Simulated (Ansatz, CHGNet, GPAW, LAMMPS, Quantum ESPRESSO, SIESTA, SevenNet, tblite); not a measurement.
# SIESTA runs on amorphous polyacrylonitrile (as short chains C14N4H18) at 540 K (108 atoms)

How do the settings of SIESTA change the result for amorphous polyacrylonitrile (as short chains C14N4H18) at 540 K (108 atoms)? A plane-wave run serves as the yardstick.

Main program and level: SIESTA 5.4.2; the method is named at each step.

### Step 1. Set-up

The cell holds 108 atoms: 42 C, 12 N and 54 H. Its edges and angles: a = 10.877 Å, b = 10.877 Å, c = 10.877 Å, α = 90.0°, β = 90.0°, γ = 90.0°. 3 polyacrylonitrile chains of 4 units with methyl end groups placed at random, at 0.938 g/cm³; overlaps pushed apart, then 20 ps at 800 K with MMFF94 bonds, angles, torsions, charges and radii (Halgren, J. Comput. Chem. 17, 490 (1996)) in harmonic and 12-6 forms. Snapshot after 30 ps at 540 K and fixed volume.

The yardstick, on the same geometry:

* method: Kohn-Sham DFT, PBE, SSSP efficiency 1.3.0 pseudopotentials, plane waves (Quantum ESPRESSO 7.5); sssp-pbe-1.3.0-efficiency, cutoffs 60/480 Ry, Γ point
* r.m.s. force component: 1.089 eV/Å
* longest force: 4.772 eV/Å
* pressure: 1.539 GPa
* gap (highest filled to lowest empty level): 5.451 eV
* time: 89 s on 4 MPI ranks of Arm Neoverse V1, shared host
* CPU time: 5.9 min

### Step 2. PBE, DZP, shift 0.01 Ry, mesh 500 Ry

Method: Kohn-Sham DFT, PBE, PseudoDojo 0.4.1 norm-conserving pseudopotentials (converted to PSML), numerical atomic orbitals (DZP), diagonalisation.

The .psml files are PseudoDojo norm-conserving potentials that we converted to this format, checked against plane waves on the same files for H, C, O, Si, Ge and Ca alone.

File input.fdf:

```
SystemLabel cell
NumberOfAtoms 108
NumberOfSpecies 3
%block ChemicalSpeciesLabel
  1 6 C
  2 7 N
  3 1 H
%endblock ChemicalSpeciesLabel
LatticeConstant 1.0 Ang
%block LatticeVectors
  10.87734 0.00000 0.00000
  0.00000 10.87734 0.00000
  0.00000 0.00000 10.87734
%endblock LatticeVectors
PAO.BasisSize DZP
PAO.EnergyShift 0.01 Ry
XC.Functional GGA
XC.Authors PBE
MeshCutoff 500 Ry
%block kgrid_Monkhorst_Pack
  1 0 0 0.0
  0 1 0 0.0
  0 0 1 0.0
%endblock kgrid_Monkhorst_Pack
SolutionMethod diagon
OccupationFunction FD
ElectronicTemperature 580 K
SCF.Mixer.Method Pulay
SCF.Mixer.Weight 0.15
SCF.Mixer.History 8
SCF.Mix Hamiltonian
MaxSCFIterations 300
SCF.DM.Tolerance 1e-04
SCF.H.Tolerance 1.0e-3 eV
WriteForces T
Write.HirshfeldPop T
Write.VoronoiPop T
Write.DM F
Write.H F
XML.Write F
AtomicCoordinatesFormat Fractional
%block AtomicCoordinatesAndAtomicSpecies
  0.47688 0.28299 0.75057 1
  0.47484 0.24542 0.87800 1
  0.35162 0.20251 0.91225 1
  0.26021 0.30208 0.93146 1
  0.18111 0.37356 0.93926 2
  0.37773 0.13724 0.03497 1
  0.26080 0.07599 0.07999 1
  0.24671 0.95356 0.03512 1
  0.24496 0.86162 0.98355 2
  0.25639 0.08223 0.21872 1
  0.21324 0.19787 0.29459 1
  0.08672 0.22075 0.27476 1
  0.97809 0.21953 0.25864 2
  0.29414 0.31751 0.27843 1
  0.25502 0.43328 0.36228 1
  0.22699 0.39431 0.48058 1
  0.18319 0.37897 0.57901 2
  0.35701 0.53207 0.35588 1
  0.41264 0.36144 0.73553 3
  0.56626 0.30417 0.71635 3
  0.43562 0.20957 0.69305 3
  0.50274 0.31921 0.94524 3
  0.54228 0.17228 0.89022 3
  0.32168 0.13438 0.84510 3
  0.41273 0.19873 0.10377 3
  0.45071 0.06451 0.02843 3
  0.17861 0.12372 0.06093 3
  0.19450 0.00644 0.24600 3
  0.34398 0.07106 0.26672 3
  0.21888 0.16626 0.39401 3
  0.28598 0.34949 0.18405 3
  0.38564 0.29754 0.29446 3
  0.16497 0.47176 0.32526 3
  0.33048 0.62141 0.39530 3
  0.38832 0.54865 0.25983 3
  0.42672 0.51621 0.42377 3
  0.07625 0.77303 0.47570 1
  0.13095 0.67981 0.57065 1
  0.11289 0.72718 0.70380 1
  0.97734 0.72723 0.73116 1
  0.86816 0.72840 0.73340 2
  0.18666 0.66245 0.81082 1
  0.32169 0.64266 0.78547 1
  0.39890 0.60012 0.89360 1
  0.45582 0.57362 0.97862 2
  0.39672 0.74462 0.72467 1
  0.53222 0.72080 0.70050 1
  0.58057 0.61021 0.63841 1
  0.60886 0.52295 0.58608 2
  0.58700 0.82970 0.63673 1
  0.53795 0.84003 0.50283 1
  0.50147 0.96530 0.47498 1
  0.46045 0.06784 0.46274 2
  0.63695 0.80601 0.41219 1
  0.05200 0.72860 0.38602 3
  0.99004 0.81332 0.50608 3
[... 48 atom lines left out ...]
  0.91566 0.29839 0.45564 3
  0.69966 0.32391 0.46786 3
  0.67501 0.19023 0.56617 3
  0.73766 0.17069 0.41153 3
%endblock AtomicCoordinatesAndAtomicSpecies
```

On the command line:

```sh
$ OMP_NUM_THREADS=1 mpirun -np 2 siesta < input.fdf > output.txt
```

The log of the run:

```text
Version         : 5.4.2
reinit: System Name:
reinit: System Label: cell
initatom: Reading input for the pseudopotentials and atomic orbitals ----------
Species number:   1 Atomic number:    6 Label: C
Species number:   2 Atomic number:    7 Label: N
Species number:   3 Atomic number:    1 Label: H
Ground state valence configuration (from tables):   2s02  2p02  3d00  4f00
Ground state valence configuration (from tables):   2s02  2p03  3d00  4f00
Ground state valence configuration (from tables):   1s01  2p00  3d00  4f00
---- Processing specs for species: C
GGA--PBE XC_GGA_X_PBE--XC_GGA_C_PBE pb
---- Processing specs for species: N
GGA--PBE XC_GGA_X_PBE--XC_GGA_C_PBE pb
---- Processing specs for species: H
GGA--PBE XC_GGA_X_PBE--XC_GGA_C_PBE pb
C pseudopotential only contains V_ls up to l=1 -- lmxkb reset.
N pseudopotential only contains V_ls up to l=1 -- lmxkb reset.
H pseudopotential only contains V_ls up to l=1 -- lmxkb reset.
Using PAO.SplitTailNorm
%block ChemicalSpeciesLabel
    1    6 C                       # Species index, atomic number, species label
    2    7 N                       # Species index, atomic number, species label
    3    1 H                       # Species index, atomic number, species label
%endblock ChemicalSpeciesLabel
%block PAO.Basis                 # Define Basis set
C                     2                    # Species label, number of l-shells
 n=2   0   2                         # n, l, Nzeta
   4.484      3.048
   1.000      1.000
 n=2   1   2 P   1                   # n, l, Nzeta, Polarization, NzetaPol
   5.436      3.692
   1.000      1.000
N                     2                    # Species label, number of l-shells
 n=2   0   2                         # n, l, Nzeta
   3.944      2.617
   1.000      1.000
 n=2   1   2 P   1                   # n, l, Nzeta, Polarization, NzetaPol
   4.781      3.167
   1.000      1.000
H                     1                    # Species label, number of l-shells
 n=1   0   2 P   1                   # n, l, Nzeta, Polarization, NzetaPol
   5.233      3.529
   1.000      1.000
%endblock PAO.Basis
coor:   Atomic-coordinates input format  =     Fractional
siesta: System type = bulk
initatomlists: Number of atoms, orbitals, and projectors:    108   972   702
siesta: ******************** Simulation parameters ****************************
Total number of electrons:   282.000000
Total ionic charge:   282.000000
 Kpoints in:            1 . Kpoints trimmed:            1
siesta: k-grid: Number of k-points = 1
siesta: k-points from Monkhorst-Pack grid
siesta: k-cutoff (effective) =     5.439 Ang
siesta: k-point supercell and displacements
siesta: k-grid:     1     0     0      0.000
siesta: k-grid:     0     1     0      0.000
siesta: k-grid:     0     0     1      0.000
                     ====================================
                        Single-point calculation
                     ====================================
outcell: Unit cell vectors (Ang):
       10.877340    0.000000    0.000000
        0.000000   10.877340    0.000000
        0.000000    0.000000   10.877340
outcell: Cell vector modules (Ang)   :   10.877340   10.877340   10.877340
outcell: Cell angles (23,13,12) (deg):     90.0000     90.0000     90.0000
outcell: Cell volume (Ang**3)        :   1286.9691
Gamma-point calculation with multiply-connected orbital pairs
Gamma-point calculation with multiply-connected orbital pairs
Folding of H and S implicitly performed
Folding of H and S implicitly performed
new_DM -- step:     1
Initializing Density Matrix...
Attempting to read DM from file... Failed...
DM filled with atomic data:
InitMesh: MESH = 150 x 150 x 150 = 3375000
InitMesh: Mesh cutoff (required, used) =   500.000   525.580 Ry
stepf: Fermi-Dirac step function
        iscf     Eharris(eV)        E_KS(eV)     FreeEng(eV)     dDmax    Ef(eV) dHmax(eV)
   scf:    1   -11155.686910   -11081.238272   -11081.238272  1.947740 -4.140495  7.100731
   scf:    2   -11103.386614   -11093.808734   -11093.808734  0.060865 -5.709284  4.865239
   scf:    3   -11102.561975   -11099.949856   -11099.949856  0.096380 -5.044943  1.566195
   scf:    4   -11101.175467   -11100.792565   -11100.792565  0.040885 -4.731015  0.458685
   scf:    5   -11101.023144   -11100.927082   -11100.927082  0.013693 -4.585262  0.210900
   scf:    6   -11100.958322   -11100.946002   -11100.946002  0.004030 -4.560039  0.101938
[...]
scf:   10   -11100.953593   -11100.953571   -11100.953571  0.000269 -4.557814  0.002999
   scf:   11   -11100.953582   -11100.953577   -11100.953577  0.000111 -4.557503  0.001008
   scf:   12   -11100.953579   -11100.953578   -11100.953578  0.000046 -4.557369  0.000532
SCF Convergence by DM+H criterion
max |DM_out - DM_in|         :     0.0000462055
max |H_out - H_in|      (eV) :     0.0005321022
SCF cycle converged after 12 iterations
Using DM_out to compute the final energy and forces
siesta: E_KS(eV) =           -11100.9536
siesta: E_KS - E_eggbox =    -11100.9536
siesta: Atomic forces (eV/Ang):
     1   -1.565264    0.884572   -1.969368
     2    1.517898    1.344529    0.952620
     3    0.119628   -0.431147    2.248396
     4    1.796918   -2.170461   -0.937747
     5   -1.777210    2.027102    0.463990
     6   -1.081139   -1.436837   -0.982048
[...]
106   -1.126526    0.504358   -0.300047
   107   -0.381401   -0.107560    0.271714
   108   -0.315468    0.395596    0.348975
----------------------------------------
   Tot   -0.000541   -0.004193   -0.000855
----------------------------------------
   Max    5.769914
   Res    1.317613    sqrt( Sum f_i^2 / 3N )
----------------------------------------
   Max    5.769914    constrained
Stress tensor Voigt[x,y,z,yz,xz,xy] (kbar):      -53.49      -49.75      -41.15        1.52        0.14       11.25
(Free)E + p*V (eV/cell)   -11062.2924
Target enthalpy (eV/cell)   -11100.9536
siesta: Program's energy decomposition (eV):
siesta: Ebs     =     -3717.957865
siesta: Eions   =     18938.257983
siesta: Ena     =      4984.318131
siesta: Ekin    =      7704.553158
siesta: Enl     =      -631.955342
siesta: DEna    =      -312.821759
siesta: DUscf   =        32.253247
siesta: Ex      =     -3621.256907
siesta: Ec      =      -317.786123
siesta: Exc     =     -3939.043030
siesta: Eharris =    -11100.953579
siesta: Etot    =    -11100.953578
siesta: FreeEng =    -11100.953578
siesta: Final energy (eV):
siesta:  Band Struct. =   -3717.957865
siesta:       Kinetic =    7704.553158
siesta:       Hartree =    7223.602834
siesta:         Exch. =   -3621.256907
siesta:         Corr. =    -317.786123
siesta:   Exch.-corr. =   -3939.043030
siesta:  Ion-electron =  -21452.127182
siesta:       Ion-ion =    -637.939358
siesta:         Total =  -11100.953578
siesta:         Fermi =      -4.557369
siesta: Stress tensor (static) (eV/Ang**3):
siesta:    -0.033387    0.007022    0.000085
siesta:     0.007022   -0.031051    0.000952
siesta:     0.000085    0.000952   -0.025684
siesta: Cell volume =       1286.969075 Ang**3
siesta: Pressure (static):
siesta:                Solid            Molecule  Units
siesta:           0.00032718          0.00018881  Ry/Bohr**3
siesta:           0.03004046          0.01733559  eV/Ang**3
siesta:          48.13012648         27.77468177  kBar
    Orbital volume contribution        =          32.841223 eV
    (Free)E + p_basis*V_orbitals       =      -11068.112355 eV
    (Free)Eharris+ p_basis*V_orbitals  =      -11068.112356 eV
Hirshfeld Atomic Populations:
Atom #   charge [q] valence [e]  Species
     1    -0.085530    4.085530  C
     2    -0.036826    4.036826  C
     3     0.033383    3.966617  C
     4     0.087575    3.912425  C
     5    -0.169038    5.169038  N
     6    -0.019269    4.019269  C
     7     0.015268    3.984732  C
[...]
9    -0.170870    5.170870  N
[...]
13    -0.169876    5.169876  N
[...]
17    -0.173020    5.173020  N
[...]
19     0.009284    0.990716  H
    20     0.018660    0.981340  H
    21     0.018222    0.981778  H
    22     0.014595    0.985405  H
    23     0.020819    0.979181  H
    24     0.047786    0.952214  H
[...]
41    -0.180506    5.180506  N
[...]
45    -0.184013    5.184013  N
[...]
--------------------
 Total    -0.000003
Voronoi Atomic Populations:
Atom #   charge [q] valence [e]  Species
[...]
81    -0.185791    5.185791  N
[...]
85    -0.166249    5.166249  N
[...]
87     0.015533    3.984467  C
    88     0.049597    3.950403  C
    89    -0.203094    5.203094  N
    90    -0.013290    4.013290  C
[...]
106     0.006427    0.993573  H
   107     0.008633    0.991367  H
   108     0.017380    0.982620  H
--------------------
 Total    -0.000003
```

Run time: 2 min. Hardware: 2 MPI ranks of Arm Neoverse V1, shared host; peak memory 1.8 GiB; 4 min of CPU time.

Banners, paths, timers and routine set-up lines are dropped from the logs unmarked, and long logs keep their key lines alone; longer cuts are marked.

Numbers from this run, and their distance from the reference:

| Property | Result |
| --- | --- |
| r.m.s. force component | 1.318 eV/Å |
| r.m.s. difference of force components | 679.4 meV/Å |
| longest difference of force vectors | 2994 meV/Å |
| force difference over r.m.s. force | 62.37 % |
| slope of forces against the reference's | 1.037 |
| correlation of force components | 0.8573 |
| gap (highest filled to lowest empty level) | 5.643 eV |
| gap difference | 0.192 eV |
| pressure | 4.813 GPa |
| pressure difference | 3.274 GPa |

This run lies far from the reference in forces at the same functional.

Length of the force difference by element (eV/Å):

```csv
element,atoms,mean,most
C,42,0.85,2.3
H,54,0.65,0.95
N,12,2.5,3.0
```

Levels nearest the highest filled one (eV from it): -0.61, -0.57, -0.54, -0.49, -0.43, -0.34, -0.28, -0.27, -0.14, -0.10, -0.07, 0.00, 5.64, 5.95, 6.06, 6.14, 6.17, 6.20, 6.30, 6.42, 6.50, 6.52, 6.56, 6.58.

The surroundings of N89, which bears the longest force, nearest first, numbered as they follow in the input and with coordinates relative to it.

```csv
atom,x,y,z,distance (Å),bonds,Hirshfeld charge (e),Fx,Fy,Fz (eV/Å)
N89,0.00,0.00,0.00,0.00,1,-0.20,3.28,-5.77,0.17
C88,-0.65,0.93,-0.01,1.14,2,0.06,-1.13,4.03,0.58
C87,-1.21,2.23,-0.15,2.54,4,0.03,0.19,1.52,0.55
H56,0.19,-2.61,-0.49,2.66,1,0.01,-0.81,0.52,0.56
H105,-0.62,2.67,-1.04,2.93,1,0.03,-0.47,-0.01,0.82
H57,1.87,-2.16,-0.94,3.01,1,0.02,-0.90,-0.81,-0.25
H108,-2.56,1.28,-1.52,3.24,1,0.03,-0.32,0.40,0.35
C90,-2.62,1.96,-0.61,3.32,4,-0.08,-0.20,-0.09,-1.36
C37,1.12,-3.05,-0.82,3.35,4,-0.08,1.38,0.51,0.00
H60,1.70,-2.47,1.59,3.39,1,0.04,0.49,1.23,0.28
H30,2.68,1.23,-1.71,3.41,1,0.05,0.17,0.15,-0.32
```

Forces lie 62 % from the reference's, at 0.68 times its CPU time (on 2 against 4 cores).

The difference per atom is largest on N (2.5 eV/Å on average, against 0.85 on C).

### Step 3. PBE, SZ, shift 0.01 Ry, mesh 500 Ry

Method: Kohn-Sham DFT, PBE, PseudoDojo 0.4.1 norm-conserving pseudopotentials (converted to PSML), numerical atomic orbitals (SZ), diagonalisation.

Changes to input.fdf since step 2:

```diff
@@ -14,3 +14,3 @@
 %endblock LatticeVectors
-PAO.BasisSize DZP
+PAO.BasisSize SZ
 PAO.EnergyShift 0.01 Ry
```

On the command line:

```sh
$ OMP_NUM_THREADS=1 siesta < input.fdf > output.txt
```

The log of the run:

```text
Version         : 5.4.2
reinit: System Name:
reinit: System Label: cell
initatom: Reading input for the pseudopotentials and atomic orbitals ----------
Species number:   1 Atomic number:    6 Label: C
Species number:   2 Atomic number:    7 Label: N
Species number:   3 Atomic number:    1 Label: H
Ground state valence configuration (from tables):   2s02  2p02  3d00  4f00
[... lines left out ...]
SCF Convergence by DM+H criterion
[... lines left out ...]
SCF cycle converged after 11 iterations
[... lines left out ...]
   Max   13.936231
[... lines left out ...]
   Max   13.936231    constrained
Stress tensor Voigt[x,y,z,yz,xz,xy] (kbar):     -234.62     -208.34     -165.08        3.25      -21.99       43.46
[... lines left out ...]
siesta: FreeEng =    -10978.437240
[... lines left out ...]
siesta:         Fermi =      -5.109732
[... lines left out ...]
siesta:         202.68086724        242.20767648  kBar
[... lines left out ...]
    (Free)Eharris+ p_basis*V_orbitals  =      -10962.693937 eV
Hirshfeld Atomic Populations:
Atom #   charge [q] valence [e]  Species
     1    -0.079757    4.079757  C
     2    -0.027697    4.027697  C
     3     0.041922    3.958078  C
[...]
5    -0.140868    5.140868  N
[...]
9    -0.147236    5.147236  N
[...]
13    -0.142976    5.142976  N
[...]
19     0.010170    0.989830  H
    20     0.017428    0.982572  H
    21     0.021126    0.978874  H
[...]
--------------------
 Total    -0.000006
Voronoi Atomic Populations:
Atom #   charge [q] valence [e]  Species
[...]
85    -0.152948    5.152948  N
[...]
88     0.025265    3.974735  C
    89    -0.178769    5.178769  N
    90     0.007360    3.992640  C
[...]
107    -0.006996    1.006996  H
   108     0.008366    0.991634  H
--------------------
 Total    -0.000006
```

The job ended after 79 s (1 thread; peak memory 0.79 GiB).

Compared with the plane-wave run:

```
r.m.s. force component                           : 3.428 eV/Å
r.m.s. difference of force components            : 3243 meV/Å
longest difference of force vectors              : 12880 meV/Å
force difference over r.m.s. force               : 297.7 %
slope of forces against the reference's          : 1.019
correlation of force components                  : 0.3239
gap (highest filled to lowest empty level) : 5.906 eV
gap difference                                   : 0.4548 eV
pressure                                         : 20.27 GPa
pressure difference                              : 18.73 GPa
```

This is a coarse setting, run to see what it loses.

Against the first run (62 %), the force difference from the reference is 298 %, at 0.33 times the CPU time (on 1 against 2 cores), with 270 basis functions against 972: the smaller basis costs accuracy.

The difference per atom is largest on N (12 eV/Å on average, against 4.0 on C).

[end of part 1 of 2]

[Also dropped from logs without a mark: logging warnings of Python, and SIESTA's first energy breakdown and zero terms.]

[Logs are printed without paths, hosts, clocks, repeated set-up lines and the standing remarks that a program may print on its own settings, such as how far it seeks lower states.]

[Hosts, paths, dates, database ids (printed as entryN), source tags and the programs' standing remarks are cut or masked in the printed files.]

[The MMFF94 radii named for the starting cell were scaled by 0.96; in molecules described by MMFF94, hydrogen bound to N, O or S took a small fixed 12-6 site in their place.]
